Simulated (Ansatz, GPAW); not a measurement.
# A 5-layer slab of Ba(100): work function by functional and basis

Wanted: work functions and dipole of a 5-layer slab of Ba(100), with the cost of each level.

Main program and level: GPAW 26.7.0 and Ansatz 0.2.0; Ansatz plane waves; slab in vacuum with a dipole correction, relaxation; PAW set soft_1, in the first sound run; inputs show where later runs differ.

### 1. The starting structure

The cell holds 5 atoms: 5 Ba. Cell: a = 5.020 Å, b = 5.020 Å, c = 26.040 Å, α = 90.0°, β = 90.0°, γ = 90.0°. Vacuum lies along c.

### 2. Relaxing the atoms

Forces are removed first; all later runs use this geometry. The lowest 2 atoms are held at bulk positions and keep their forces.

Input file input.yaml:

```yaml
crystal:
  lattice:
    - [5.02, 0.0, 0.0]
    - [0.0, 5.02, 0.0]
    - [0.0, 0.0, 26.04]
  atoms:
    - { symbol: Ba, position: [0.0, 0.0, 0.3072196621] }
    - { symbol: Ba, position: [0.5, 0.5, 0.403609831] }
    - { symbol: Ba, position: [0.0, 0.0, 0.5] }
    - { symbol: Ba, position: [0.5, 0.5, 0.596390169] }
    - { symbol: Ba, position: [0.0, 0.0, 0.6927803379] }
kpoints:
  mp_grid: { grid: [6, 6, 1] }
hamiltonian:
  xc: pbe
  pseudopotentials: { kind: paw, azcp: { folder: soft_1 } }
scf:
  occupations: { method: fermi_dirac, width: 0.1 }
efield:
  axis: 3
  dipole_correction: true
  ramp_width: 0.05
relax:
  f_tol: 0.02
  max_steps: 60
  constraints: [{ sites: [0, 1] }]
output:
  write_potential: true
  write_density: true
  volumetric_format: npy
```

On the command line:

```sh
ansatz run input.yaml --threads 4 --pin off --max-ram 8192MiB --backend cpu --events-out ev --progress --plain --runs-dir out
```

Numbers of over 12 decimals in the logs are rounded to 6 here.

What it wrote:

```text
Engine: ansatz 0.2.0, aarch64-unknown-linux-gnu
Pseudopotentials: kind: paw
Pseudopotential: Ba, paw, valence charge 10, recommended cutoff 420 eV (normal), soft_1/Ba.paw.azcp
Functional definition: PBE
  parameter kappa = 0.804
  parameter beta = 0.066725
  exchange = pbe_x(kappa = kappa, mu = beta*pi^2/3)
  correlation = pbe_c(beta = beta)
Crystal: 5 atoms, lattice volume = 656.218 Å³
Basis set: ecut = 420 eV, 12859 PW (Γ), exchange–correlation on 72×72×360 points (8 copies of the dense FFT grid, shifted against one another)
Bands: 30, of which v1, the nominal top of the filled ones, is band 25 counted from 1 (24 counted from 0)
Symmetry: 8 space group operations
k-points: 10 of 36
Non-local potential: Ba, projectors of the file, l = 0: 3, l = 1: 2, l = 2: 2, l = 3: 2
PAW form: soft (Blöchl's): semilocal exchange-correlation on the pseudo side does not see the compensation charge
PAW one-centre angular grid: Ba, 194 points (default); XC on 64 Gauss nodes
Initial density: superposition of atomic densities (neutral atoms: chi_scale 0, normalization atom)
Initial wavefunctions: pseudopotential atomic-orbital guess
Functional: x = pbe(κ = 0.804, μ = 0.219515), c = pbe(β = 0.066725)
SCF iter   1: F=—  HF=-29748.791416 eV  |F-HF|=—  |Δ(HF+E_count)|=         —  Δρ=7.13e-3  dr2=1.33e1  ethr=3.10e-3  p=0.000 e·Å  D=2.92e-14 V/Å  ΔV_dip=-0.00 eV  dr2_dipole=5.52e-10  V_vac-E_F(+/−)=4.75/4.75 eV  ⟨swp⟩=14.4  Hψ=4671  notcnv=0
efield: sawtooth ramp at fractional position 0.9750 (placed from the atoms, in the widest stretch of the axis that holds none; the zero of the levels goes with the place), width 0.0500; the density the first Hamiltonian is built on has a dipole p = 0.000 e·Å; the dipole correction subtracts the counter field D = 2.92e-14 V/Å, which shifts the + side's vacuum level by -0.00 eV against the − side's; the planar-averaged density in the ramp window peaks in size at 3.6e-8 e/Å³
automatic band count: the SCF goes on with 35 bands, as 30 were too few: the levels above may hold too much charge
preconditioner: auto → LDOS  [metal: Δε(μ)=0.050 eV  Ē_g=1.725 eV  σ=0.100 eV  W_gap=0.12  n_scr=62 (ndim 8)  ℏωp=4.6 eV  f_vac=0.406  D(μ)=8.33/eV (n_scr^D=40)  β→1.0]
SCF iter   2: F=—  HF=-29747.674911 eV  |F-HF|=—  |Δ(HF+E_count)|=    1.12e0  Δρ=3.91e-3  dr2=1.10e0  ethr=3.10e-3  p=0.000 e·Å  D=3.01e-7 V/Å  ΔV_dip=-0.00 eV  dr2_dipole=3.96e-12  V_vac-E_F(+/−)=1.97/1.97 eV  ⟨swp⟩=4.9  Hψ=841  notcnv=0
SCF iter   3: F=—  HF=-29747.623097 eV  |F-HF|=—  |Δ(HF+E_count)|=   5.18e-2  Δρ=1.64e-3  dr2=2.42e-1  ethr=2.20e-3  p=0.000 e·Å  D=7.51e-7 V/Å  ΔV_dip=-0.00 eV  dr2_dipole=3.67e-9  V_vac-E_F(+/−)=2.58/2.58 eV  ⟨swp⟩=3.2  Hψ=729  notcnv=0
SCF iter   4: F=—  HF=-29747.603342 eV  |F-HF|=—  |Δ(HF+E_count)|=   1.98e-2  Δρ=4.20e-4  dr2=1.03e-2  ethr=4.84e-4  p=0.000 e·Å  D=8.54e-7 V/Å  ΔV_dip=-0.00 eV  dr2_dipole=6.81e-12  V_vac-E_F(+/−)=2.35/2.35 eV  ⟨swp⟩=1.4  Hψ=388  notcnv=0
SCF iter   5: F=—  HF=-29747.603806 eV  |F-HF|=—  |Δ(HF+E_count)|=   4.65e-4  Δρ=1.45e-4  dr2=1.24e-3  ethr=2.05e-5  p=0.000 e·Å  D=8.24e-7 V/Å  ΔV_dip=-0.00 eV  dr2_dipole=3.35e-12  V_vac-E_F(+/−)=2.33/2.33 eV  ⟨swp⟩=2.1  Hψ=433  notcnv=0
SCF iter   6: F=—  HF=-29747.603847 eV  |F-HF|=—  |Δ(HF+E_count)|=   4.09e-5  Δρ=9.85e-5  dr2=7.38e-4  ethr=2.47e-6  p=0.000 e·Å  D=4.13e-7 V/Å  ΔV_dip=-0.00 eV  dr2_dipole=2.50e-11  V_vac-E_F(+/−)=2.38/2.38 eV  ⟨swp⟩=2.0  Hψ=434  notcnv=0
SCF iter   7: F=—  HF=-29747.603808 eV  |F-HF|=—  |Δ(HF+E_count)|=   3.96e-5  Δρ=5.79e-5  dr2=3.63e-4  ethr=1.48e-6  p=-0.000 e·Å  D=-2.46e-7 V/Å  ΔV_dip=0.00 eV  dr2_dipole=7.49e-11  V_vac-E_F(+/−)=2.38/2.38 eV  ⟨swp⟩=1.0  Hψ=350  notcnv=0
SCF iter   8: F=—  HF=-29747.603779 eV  |F-HF|=—  |Δ(HF+E_count)|=   2.91e-5  Δρ=2.42e-5  dr2=7.48e-5  ethr=7.25e-7  p=0.000 e·Å  D=8.75e-8 V/Å  ΔV_dip=-0.00 eV  dr2_dipole=2.57e-12  V_vac-E_F(+/−)=2.37/2.37 eV  ⟨swp⟩=1.5  Hψ=356  notcnv=0
SCF iter   9: F=-29747.603774 eV  HF=-29747.603774 eV  |F-HF|=1.93e-7  |Δ(HF+E_count)|=   4.66e-6  Δρ=3.38e-6  dr2=2.98e-7  ethr=2.00e-8  p=0.000 e·Å  D=7.46e-8 V/Å  ΔV_dip=-0.00 eV  dr2_dipole=1.75e-12  V_vac-E_F(+/−)=2.37/2.37 eV  ⟨swp⟩=11.1  Hψ=3153  notcnv=0
SCF 1 converged in 9 iterations: F = -29747.603774 eV  dr2 = 2.98e-7
  greatest PAW one-centre occupation: 0.960 electrons in one spin orbital (limit 2), on the Ba atom at site 0 (counted from 0), in its partial waves of l = 0
relax step   1: F+E_penalty+E_count = -29747.60377384 eV  Δ(F+E_penalty+E_count) = +0.000e0 eV  max|allowed force component| = 1.029e-1 eV/Å  Δτ_max = 0.0000 Å  (9 SCF iters, dr2 threshold 1.00e-5 eV, accepted)
Bands: 35, of which v1, the nominal top of the filled ones, is band 25 counted from 1 (24 counted from 0)
Initial density: handed on by an earlier stage of this run
Initial wavefunctions: those handed on with the density
iter 1 solved again at ethr=5.86e-5 eV; its pass at ethr=3.10e-3 eV (dr2=2.93e-2 eV) is discarded
SCF iter   1: F=—  HF=-29747.607472 eV  |F-HF|=—  |Δ(HF+E_count)|=         —  Δρ=3.29e-4  dr2=2.72e-2  ethr=5.86e-5  p=0.000 e·Å  D=7.53e-8 V/Å  ΔV_dip=-0.00 eV  dr2_dipole=9.92e-3  V_vac-E_F(+/−)=2.37/2.37 eV  ⟨swp⟩=1.7  Hψ=996  notcnv=0
efield: sawtooth ramp at fractional position 0.9750 (handed on by an earlier solve), width 0.0500; the density the first Hamiltonian is built on has a dipole p = 0.000 e·Å; the dipole correction subtracts the counter field D = 7.53e-8 V/Å, which shifts the + side's vacuum level by -0.00 eV against the − side's; the planar-averaged density in the ramp window peaks in size at 4.8e-6 e/Å³
preconditioner: auto → LDOS  [metal: Δε(μ)=0.068 eV  Ē_g=1.542 eV  σ=0.100 eV  W_gap=0.17  n_scr=62 (ndim 8)  ℏωp=4.6 eV  f_vac=0.427  D(μ)=8.45/eV (n_scr^D=40)  β→1.0]
SCF iter   2: F=—  HF=-29747.606632 eV  |F-HF|=—  |Δ(HF+E_count)|=   8.40e-4  Δρ=8.16e-5  dr2=2.99e-4  ethr=5.45e-5  p=0.001 e·Å  D=2.27e-4 V/Å  ΔV_dip=-0.01 eV  dr2_dipole=3.93e-5  V_vac-E_F(+/−)=2.36/2.37 eV  ⟨swp⟩=1.0  Hψ=350  notcnv=0
SCF iter   3: F=—  HF=-29747.606691 eV  |F-HF|=—  |Δ(HF+E_count)|=   5.88e-5  Δρ=3.18e-5  dr2=3.46e-5  ethr=5.97e-7  p=0.000 e·Å  D=1.36e-4 V/Å  ΔV_dip=-0.00 eV  dr2_dipole=1.43e-7  V_vac-E_F(+/−)=2.36/2.37 eV  ⟨swp⟩=2.0  Hψ=510  notcnv=0
SCF iter   4: F=—  HF=-29747.606690 eV  |F-HF|=—  |Δ(HF+E_count)|=   6.50e-7  Δρ=1.33e-5  dr2=3.37e-6  ethr=6.92e-8  p=0.000 e·Å  D=1.26e-4 V/Å  ΔV_dip=-0.00 eV  dr2_dipole=1.00e-8  V_vac-E_F(+/−)=2.36/2.37 eV  ⟨swp⟩=2.0  Hψ=501  notcnv=0
SCF iter   5: F=-29747.606690 eV  HF=-29747.606690 eV  |F-HF|=3.26e-8  |Δ(HF+E_count)|=   9.81e-8  Δρ=3.50e-6  dr2=1.76e-7  ethr=1.32e-9  p=0.000 e·Å  D=1.36e-4 V/Å  ΔV_dip=-0.00 eV  dr2_dipole=8.40e-10  V_vac-E_F(+/−)=2.36/2.37 eV  ⟨swp⟩=11.4  Hψ=2903  notcnv=0
SCF 2 converged in 5 iterations: F = -29747.606690 eV  dr2 = 1.76e-7
relax step   2: F+E_penalty+E_count = -29747.60669005 eV  Δ(F+E_penalty+E_count) = -2.916e-3 eV  max|allowed force component| = 6.732e-2 eV/Å  Δτ_max = 0.0331 Å  (5 SCF iters, dr2 threshold 6.62e-7 eV, accepted)
iter 1 solved again at ethr=5.03e-4 eV; its pass at ethr=3.10e-3 eV (dr2=2.51e-1 eV) is discarded
SCF iter   1: F=—  HF=-29747.615510 eV  |F-HF|=—  |Δ(HF+E_count)|=         —  Δρ=8.46e-4  dr2=2.03e-1  ethr=5.03e-4  p=0.000 e·Å  D=1.36e-4 V/Å  ΔV_dip=-0.00 eV  dr2_dipole=8.03e-2  V_vac-E_F(+/−)=2.36/2.36 eV  ⟨swp⟩=1.0  Hψ=1108  notcnv=0
efield: sawtooth ramp at fractional position 0.9750 (handed on by an earlier solve), width 0.0500; the density the first Hamiltonian is built on has a dipole p = 0.000 e·Å; the dipole correction subtracts the counter field D = 1.36e-4 V/Å, which shifts the + side's vacuum level by -0.00 eV against the − side's; the planar-averaged density in the ramp window peaks in size at 4.8e-6 e/Å³
preconditioner: auto → LDOS  [metal: Δε(μ)=0.087 eV  Ē_g=1.544 eV  σ=0.100 eV  W_gap=0.21  n_scr=62 (ndim 8)  ℏωp=4.6 eV  f_vac=0.426  D(μ)=8.35/eV (n_scr^D=40)  β→1.0]
SCF iter   2: F=—  HF=-29747.609245 eV  |F-HF|=—  |Δ(HF+E_count)|=   6.27e-3  Δρ=1.99e-4  dr2=1.97e-3  ethr=4.06e-4  p=0.001 e·Å  D=3.06e-4 V/Å  ΔV_dip=-0.01 eV  dr2_dipole=4.00e-4  V_vac-E_F(+/−)=2.36/2.37 eV  ⟨swp⟩=1.0  Hψ=350  notcnv=0
SCF iter   3: F=—  HF=-29747.609430 eV  |F-HF|=—  |Δ(HF+E_count)|=   1.85e-4  Δρ=7.84e-5  dr2=1.99e-4  ethr=3.95e-6  p=0.001 e·Å  D=2.63e-4 V/Å  ΔV_dip=-0.01 eV  dr2_dipole=3.12e-6  V_vac-E_F(+/−)=2.36/2.37 eV  ⟨swp⟩=2.3  Hψ=495  notcnv=0
SCF iter   4: F=—  HF=-29747.609427 eV  |F-HF|=—  |Δ(HF+E_count)|=   2.71e-6  Δρ=3.12e-5  dr2=1.92e-5  ethr=3.98e-7  p=0.001 e·Å  D=3.57e-4 V/Å  ΔV_dip=-0.01 eV  dr2_dipole=7.19e-8  V_vac-E_F(+/−)=2.36/2.37 eV  ⟨swp⟩=2.1  Hψ=524  notcnv=0
SCF iter   5: F=—  HF=-29747.609469 eV  |F-HF|=—  |Δ(HF+E_count)|=   4.20e-5  Δρ=9.21e-6  dr2=1.41e-6  ethr=3.84e-8  p=0.002 e·Å  D=4.95e-4 V/Å  ΔV_dip=-0.01 eV  dr2_dipole=6.59e-8  V_vac-E_F(+/−)=2.36/2.37 eV  ⟨swp⟩=2.0  Hψ=531  notcnv=0
SCF iter   6: F=-29747.609469 eV  HF=-29747.609469 eV  |F-HF|=3.25e-8  |Δ(HF+E_count)|=   8.96e-9  Δρ=1.95e-6  dr2=7.35e-8  ethr=2.00e-10  p=0.002 e·Å  D=5.11e-4 V/Å  ΔV_dip=-0.01 eV  dr2_dipole=1.09e-10  V_vac-E_F(+/−)=2.36/2.37 eV  ⟨swp⟩=9.5  Hψ=3021  notcnv=0
SCF 3 converged in 6 iterations: F = -29747.609469 eV  dr2 = 7.35e-8
relax step   3: F+E_penalty+E_count = -29747.60946903 eV  Δ(F+E_penalty+E_count) = -2.779e-3 eV  max|allowed force component| = 4.955e-3 eV/Å  Δτ_max = 0.0686 Å  (6 SCF iters, accepted)
NSCF: frozen V_eff on 10 k-points
the band table was solved once a step of the walk had ended and its energy, with any forces and stress, was formed, with the checks that follow a solve (1811 applications of the Hamiltonian). They found nothing against the state; the energy, forces and stress were not computed again (output.eigenvalues in the input reference)
WARN: The output density's exchange-correlation potential varies sharply where the density is thin. Do not read a vacuum level from v_tot or v_xc, or from such a field of the output density. On a cell that repeats whose density bears no net charge and no dipole along the vacuum's axis use v_es (v_loc + v_h of the components); under efield.dipole_correction with no amplitude use v_es + v_field, which holds any externa [...]
SCF converged after 6 iterations
Free energy (F): -29747.609469 eV
Harris-Foulkes:  -29747.609469 eV  (|F-HF|=3.25e-8)
Internal energy: -29747.323143 eV  (E = F + TS)
E sigma→0 (E₀):  -29747.466306 eV
Entropy (-TS):   -0.286326 eV (-57.265 meV/atom)
Fermi energy:    1.676260 eV
Dipole field:    D = 0.000504 V/Å  (p = 0.001827 e·Å, saw-weighted, corrected)
Work function:   Φ+ = 2.3571 eV   Φ− = 2.3702 eV
Levels:          The Fermi level and band energies are counted from a zero that moves with the ramp; work functions are not
--- Per-component energies (eV) ---
  E_band       = -641.735026
  E_kinetic    = 782.361010
  E_local      = -12769.481443  (includes V_loc(G=0)·N_el)
  E_nonlocal   = 465.853805
  E_hartree    = 5856.927449
  E_xc         = -978.699321
  E_vxc        = -624.471424  (∫ρ·V_xc dr)
  E_paw        = -25976.846515  (= ΣΔE_a)
  E_vpaw       = -209.853071  (= ΣTr[D̂ρ^β])
  E_aug_tail   = -0.000010  (compensation charges beyond the density's cutoff)
  E_efield     = 0.000000  (sawtooth field / dipole correction)
  E_vefield    = 0.000710  (∫n·V_field dr)
  E_ewald      = 2872.561881
  E_smearing   = -0.286326  (= −TS)
  E_closure    = 0.000000  (closes the sum)
  Σ components = -29747.609469   (vs F -29747.609469, Δ=0.00e0)
--- Forces (eV/Å), atoms counted from 1 ---
  atom   1  Ba     0.00000000     0.00000000    -0.07360134
  atom   2  Ba    -0.00000000     0.00000000     0.07492515
  atom   3  Ba     0.00000000     0.00000000     0.00108930
  atom   4  Ba    -0.00000000     0.00000000     0.00255032
  atom   5  Ba    -0.00000000     0.00000000    -0.00495459
  max |Σ_I F_I| component: 8.85e-6 eV/Å
--- Band table (eV; the first three rows and the last of 10) ---
  k-point 0: bands = [... 21 lower, -0.3078, 0.4790, 1.1763, 1.2500, 1.2579, 1.6315, 2.2420, 2.3725, ... 6 higher]
  k-point 1: bands = [... 21 lower, -0.1043, 0.6176, 1.2543, 1.3503, 1.4283, 1.7439, 2.2082, 2.4132, ... 6 higher]
  k-point 2: bands = [... 21 lower, 0.3981, 0.8379, 1.1962, 1.3980, 1.7475, 2.0595, 2.2653, 2.4459, ... 6 higher]
  k-point 9: bands = [... 21 lower, 1.0171, 1.5290, 1.6349, 2.0035, 2.0697, 2.0697, 2.1773, 2.1773, ... 6 higher]
--- Relaxed structure (3 steps of the walk, 3 accepted, 0 SCFs on fresh bases) ---
  F+E_penalty+E_count = -29747.60946903 eV   max|allowed force component| = 4.955e-3 eV/Å
  atoms:
    - { symbol: Ba, position: [0.0, 0.0, 0.307220] }
    - { symbol: Ba, position: [0.5, 0.5, 0.403610] }
    - { symbol: Ba, position: [0, 0.0, 0.497770] }
    - { symbol: Ba, position: [0.5, 0.5, 0.592485] }
    - { symbol: Ba, position: [0, 0.0, 0.693510] }
```

It took 19 s on 4 threads of Arm Neoverse V1, shared host; peak memory 0.95 GiB; 73 s of CPU time.

Relaxation path:

```
step  energy less that of the first step (eV)  largest force component (eV/Å)
   1                                   0.0000                          0.1029
   2                                  -0.0029                          0.0673
   3                                  -0.0057                          0.0050
```

Forces are held to the 8 operations that the run works with; a distortion that breaks them can't arise in this run.

The atoms that moved most (Å):

| atom | dx | dy | dz | length |
| --- | --- | --- | --- | --- |
| Ba4 | 0.000 | 0.000 | -0.102 | 0.102 |
| Ba3 | 0.000 | 0.000 | -0.058 | 0.058 |
| Ba5 | 0.000 | 0.000 | 0.019 | 0.019 |

The relaxed structure:

```xyz
5
Lattice="5.0200 0.0000 0.0000 0.0000 5.0200 0.0000 0.0000 0.0000 26.0400" Properties=species:S:1:pos:R:3
Ba    0.0000    0.0000    8.0000
Ba    2.5100    2.5100   10.5100
Ba    0.0000    0.0000   12.9619
Ba    2.5100    2.5100   15.4283
Ba    0.0000    0.0000   18.0590
```

Numbers from this step:

- free energy: -29747.6095 eV
- smearing term TS: 0.2863 eV
- symmetry operations: 8
- upper work function: 2.357 eV
- lower work function: 2.370 eV
- dipole along the normal: 0.001827 e·Å
- dipole field: 5.04e-4 V/Å
- vacuum level above: 4.033 eV
- vacuum level below: 4.046 eV

Electrostatic potential energy of an electron (with the applied field's), less the Fermi level, planar mean against z:

```csv
z (Å),"electrostatic potential energy of an electron (with the applied field's), less the Fermi level, planar mean (eV)"
0.0,2.36
0.5,2.37
1.0,2.37
1.5,2.37
2.0,2.37
2.5,2.37
3.0,2.37
3.5,2.36
4.0,2.35
4.5,2.32
5.0,2.26
5.5,2.11
6.0,1.80
6.5,1.12
7.0,-0.591
7.5,-4.32
8.0,-6.43
8.5,-4.46
9.0,-1.20
9.5,-0.986
10.0,-3.96
10.5,-5.94
11.0,-4.18
11.5,-1.17
12.0,-1.27
12.5,-4.43
13.0,-6.09
13.5,-3.93
14.0,-1.02
14.5,-1.42
15.0,-4.58
15.5,-5.92
16.0,-3.44
16.5,-0.520
17.0,-0.772
17.5,-3.98
18.0,-6.40
18.5,-4.78
19.0,-0.983
19.5,0.954
20.0,1.71
20.5,2.07
21.0,2.23
21.5,2.30
22.0,2.33
22.5,2.35
23.0,2.35
23.5,2.36
24.0,2.36
24.5,2.36
25.0,2.36
25.5,2.36
```

Table of valence density, planar mean by z:

z (Å), valence density, planar mean (e/Å³) and a bar:
```
      2.0      0.000 
      2.5      0.000 
      3.0      0.000 
      3.5      0.000 
      4.0      0.000 
      4.5      0.001 
      5.0      0.002 
      5.5      0.004 
      6.0      0.008 #
      6.5      0.019 ###
      7.0      0.074 ##########
      7.5      0.185 #########################
      8.0      0.213 #############################
      8.5      0.191 ##########################
      9.0      0.093 #############
      9.5      0.095 #############
     10.0      0.195 ###########################
     10.5      0.220 ##############################
     11.0      0.197 ###########################
     11.5      0.098 #############
     12.0      0.101 ##############
     12.5      0.199 ###########################
     13.0      0.219 ##############################
     13.5      0.189 ##########################
     14.0      0.090 ############
     14.5      0.107 ###############
     15.0      0.202 ############################
     15.5      0.218 ##############################
     16.0      0.183 #########################
     16.5      0.080 ###########
     17.0      0.081 ###########
     17.5      0.182 #########################
     18.0      0.212 #############################
     18.5      0.192 ##########################
     19.0      0.086 ############
     19.5      0.022 ###
     20.0      0.008 #
     20.5      0.004 #
     21.0      0.002 
     21.5      0.001 
     22.0      0.000 
     22.5      0.000 
     23.0      0.000 
     23.5      0.000 
     24.0      0.000
```

The relaxation lowered the energy of the cell by 0.00570 eV.

(Part 1 of 3 ends here.)

[Logs are printed without paths, hosts, clocks, repeated set-up lines and the standing remarks that a program may print on its own settings, such as how far it seeks lower states.]

[Hosts, paths, dates, database ids (printed as entryN), source tags and the programs' standing remarks are cut or masked in the printed files.]
